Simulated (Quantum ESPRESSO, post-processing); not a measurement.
# 1T-TiO2, 1 layer: solver and mixing choices, part 4 of 4

Wanted: time, iterations and memory of 1T-TiO2, 1 layer by eigensolver and mixing.

Quantum ESPRESSO 7.5; plane-wave DFT, PBE, SG15 norm-conserving pseudopotentials.

So far. Step 10 (Self-consistent run: ppcg, local-TF mixing, beta 0.4 …): The message: “iosys (1): PPCG diagonalization not supported anymore (Dec. 2024)”. This release no longer has that solver; david, paro or rmm-davidson serve. Step 11 (Self-consistent run: paro, local-TF mixing, beta 0.4 …): Counted from each run's own zero (the valence top), the vacuum level differs from the first run's by -2 meV.

### Step 12. Self-consistent run: rmm-davidson, local-TF mixing, beta 0.4, history 8

c10.in reads:

```
&control
  prefix = 'c10'
  outdir = './out'
  pseudo_dir = './pseudo'
  calculation = 'scf'
  tprnfor = .true.
/
&system
  ibrav = 0
  nat = 3
  ntyp = 2
  ecutwfc = 60
  ecutrho = 240
  occupations = 'smearing'
  smearing = 'fd'
  degauss = 0.004
  assume_isolated = 'esm'
  esm_bc = 'bc1'
/
&electrons
  conv_thr = 1e-07
  mixing_beta = 0.4
  electron_maxstep = 80
  mixing_mode = 'local-TF'
  diagonalization = 'rmm-davidson'
  mixing_ndim = 8
/
ATOMIC_SPECIES
  O   15.9990  O_ONCV_PBE-1.2.upf
  Ti  47.8670  Ti_ONCV_PBE-1.2.upf
CELL_PARAMETERS angstrom
  2.99000000000000 0.00000000000000 0.00000000000000
  -1.49500000000000 2.58941595731547 0.00000000000000
  0.00000000000000 0.00000000000000 19.46119212307099
ATOMIC_POSITIONS crystal
  O   0.666666666667 0.333333333333 -0.063233333999
  Ti  0.000000000000 0.000000000000 0.000000000000
  O   0.333333333333 0.666666666667 0.063233333999
K_POINTS automatic
  12 12 1 0 0 0
```

The run is started by

```
$ OMP_NUM_THREADS=1 mpirun -n 4 pw.x -nk 4 -in c10.in > c10.out
```

The program printed:

```text
[banner, memory and clock lines left out]
Program PWSCF v.7.5 starts
[...]
Message from routine setup:
[...]
number of electrons       =        24.00
     number of Kohn-Sham states=           16
     kinetic-energy cutoff     =      60.0000  Ry
     charge density cutoff     =     240.0000  Ry
[...]
number of k points=    19  Fermi-Dirac smearing, width (Ry)=  0.0040
[...]
Dense  grid:    63649 G-vectors     FFT dimensions: (  27,  27, 192)
[...]
negative rho (up, down):  6.478E-04 0.000E+00
     Starting wfcs are random
[...]
negative rho (up, down):  6.828E-04 0.000E+00
[...]
estimated scf accuracy    <       1.21720635 Ry
[...]
negative rho (up, down):  7.888E-04 0.000E+00
[...]
estimated scf accuracy    <       0.53661336 Ry
[...]
negative rho (up, down):  5.264E-05 0.000E+00
[...]
estimated scf accuracy    <       1.04085646 Ry
[...]
negative rho (up, down):  2.026E-05 0.000E+00
[...]
estimated scf accuracy    <       0.03752578 Ry
[...]
negative rho (up, down):  1.664E-04 0.000E+00
[...]
estimated scf accuracy    <       0.06370743 Ry
[...]
negative rho (up, down):  1.535E-04 0.000E+00
[...]
estimated scf accuracy    <       0.53693104 Ry
[...]
negative rho (up, down):  1.499E-04 0.000E+00
[...]
estimated scf accuracy    <       0.59345024 Ry
[...]
negative rho (up, down):  9.032E-05 0.000E+00
[...]
estimated scf accuracy    <       0.58781048 Ry
[...]
negative rho (up, down):  9.301E-05 0.000E+00
[...]
estimated scf accuracy    <       0.02219722 Ry
[...]
negative rho (up, down):  1.020E-04 0.000E+00
[...]
estimated scf accuracy    <       0.01314448 Ry
[...]
negative rho (up, down):  2.788E-05 0.000E+00
[...]
estimated scf accuracy    <       0.03775582 Ry
[...]
negative rho (up, down):  6.531E-06 0.000E+00
[...]
estimated scf accuracy    <       0.00756541 Ry
[...]
negative rho (up, down):  6.406E-07 0.000E+00
[...]
estimated scf accuracy    <       0.02000111 Ry
[...]
negative rho (up, down):  1.312E-04 0.000E+00
[...]
estimated scf accuracy    <       0.01684701 Ry
[...]
negative rho (up, down):  2.537E-04 0.000E+00
[...]
estimated scf accuracy    <       0.00584855 Ry
[...]
estimated scf accuracy    <       0.00172583 Ry
[...]
negative rho (up, down):  9.344E-08 0.000E+00
[...]
estimated scf accuracy    <       0.00028589 Ry
[...]
negative rho (up, down):  7.441E-05 0.000E+00
[...]
estimated scf accuracy    <       0.00038428 Ry
[...]
negative rho (up, down):  2.796E-08 0.000E+00
[...]
estimated scf accuracy    <       0.00062216 Ry
[...]
negative rho (up, down):  2.092E-05 0.000E+00
[...]
estimated scf accuracy    <       0.00031163 Ry
[...]
negative rho (up, down):  2.773E-05 0.000E+00
[...]
estimated scf accuracy    <       0.00028581 Ry
[...]
negative rho (up, down):  9.644E-04 0.000E+00
[...]
estimated scf accuracy    <       0.00046332 Ry
[...]
negative rho (up, down):  1.027E-03 0.000E+00
[...]
estimated scf accuracy    <       0.00033315 Ry
[...]
negative rho (up, down):  5.174E-04 0.000E+00
[...]
estimated scf accuracy    <       0.00094039 Ry
[...]
negative rho (up, down):  1.044E-04 0.000E+00
[...]
estimated scf accuracy    <       0.00027757 Ry
[...]
negative rho (up, down):  7.293E-05 0.000E+00
[...]
estimated scf accuracy    <       0.00000038 Ry
[...]
negative rho (up, down):  9.430E-05 0.000E+00
[...]
estimated scf accuracy    <       0.00001754 Ry
[...]
negative rho (up, down):  4.597E-05 0.000E+00
[...]
estimated scf accuracy    <       0.00000368 Ry
[...]
negative rho (up, down):  7.681E-06 0.000E+00
[...]
estimated scf accuracy    <       0.00000372 Ry
[...]
the Fermi energy is    -8.0524 ev
!    total energy              =    -179.51021526 Ry
     estimated scf accuracy    <       0.00000004 Ry
     smearing contrib. (-TS)   =      -0.00000000 Ry
     internal energy E=F+TS    =    -179.51021526 Ry
[...]
one-electron contribution =     498.34954599 Ry
     hartree contribution      =    -253.47426878 Ry
     xc contribution           =     -27.97485674 Ry
     ewald contribution        =    -396.41063572 Ry
     convergence has been achieved in  30 iterations
[...]
Total force =     0.230761     Total SCF correction =     0.000139
[...]
```

It took 44 s on 4 MPI ranks of Arm Neoverse V2, shared host; peak memory 0.41 GiB.

Numbers from this step:

```
valence top, on the run's zero                                 : -8.890 eV
gap by band count                                              : 1.719 eV
vacuum line at the lower end of the cell, over the valence top : 8.890 eV
vacuum line at the upper end of the cell, over the valence top : 8.890 eV
```

The program's own clock; routines nest. Time by routine:

```
   routine  wall time (s)  calls
     PWSCF          43.46      1
 electrons          42.89      1
   c_bands          28.41     30
     h_psi          22.06    955
      fftw          20.72  20560
  vloc_psi           19.9    955
   mix_rho           9.86     30
 crmmdiagg           8.14    110
      ffts           5.55   3555
    wfcrot           4.82    115
  sum_band           3.11     30
  v_of_rho           1.31     31
add_vuspsi           1.06    955
    calbec           1.04    975
```

Counted from each run's own zero (the valence top), the vacuum level differs from the first run's by -1 meV.

### Step 13. The series side by side

All levels:

```
                                             level  vacuum level over the valence top (eV)  its change from the first (meV)  energy from the first (meV an atom)  SCF iterations  wall time (s)  peak memory (GiB)  CPU time (s)
       david, local-TF mixing, beta 0.4, history 8                                   8.891                                0                                    0              28          48.56               0.38         193.8
          david, plain mixing, beta 0.4, history 8                                   8.885                           -6.273                              4.99e-4              22          33.59               0.37           134
          david, plain mixing, beta 0.7, history 8                                   8.892                           0.6483                              9.07e-5              26          36.52               0.37         145.7
             david, TF mixing, beta 0.4, history 8                                   8.898                             6.74                             -4.54e-5              38          45.65               0.37         182.3
       david, local-TF mixing, beta 0.7, history 8                                    8.89                          -0.9767                                    0              18          35.94               0.37         143.4
       david, local-TF mixing, beta 0.2, history 8                                   8.894                            3.498                             -4.54e-5              38          55.38               0.38         221.2
       david, local-TF mixing, beta 0.4, history 4                                    8.89                            -0.52                             -4.54e-5              21          38.23               0.36         152.6
          cg, local-TF mixing, beta 0.4, history 8                                    8.89                          -0.9767                             -9.07e-5              18          29.35               0.37           117
        paro, local-TF mixing, beta 0.4, history 8                                   8.889                           -1.612                             -9.07e-5              14          40.75               0.38         162.6
rmm-davidson, local-TF mixing, beta 0.4, history 8                                    8.89                          -0.8617                              9.07e-5              30          44.01               0.41         175.7
```

### Step 14. Results

| Quantity | Value |
| --- | --- |
| fastest | cg, local-TF mixing, beta 0.4, history 8: 29 s, 18 iterations |
| slowest that converged | david, local-TF mixing, beta 0.2, history 8: 55 s, 38 iterations |
| fewest iterations | paro, local-TF mixing, beta 0.4, history 8: 14 |
| largest change of the vacuum level | 7 meV |

What this shows: The fastest choice is cg, local-TF mixing, beta 0.4, history 8: 29 s, 18 iterations. The converged runs took 14 to 38 iterations and agree within 13 meV in the vacuum level; counts also move with the parallel layout and the random start, so differences of a few iterations rank nothing. Refused or stopped by an error: ppcg, local-TF mixing, beta 0.4, history 8. The times come from a shared host and are rough. Peak memory is sampled during the run and can miss the peak. The geometry is as built, not relaxed.

[Logs are printed without paths, hosts, clocks, repeated set-up lines and the standing remarks that a program may print on its own settings, such as how far it seeks lower states.]

[Hosts, paths, dates, database ids (printed as entryN), source tags and the programs' standing remarks are cut or masked in the printed files.]

[Maps of the electrostatic potential energy from Ansatz leave out the sawtooth potential of an applied field or a dipole correction, so their vacuum need not be flat; planar profiles and work functions include it.]
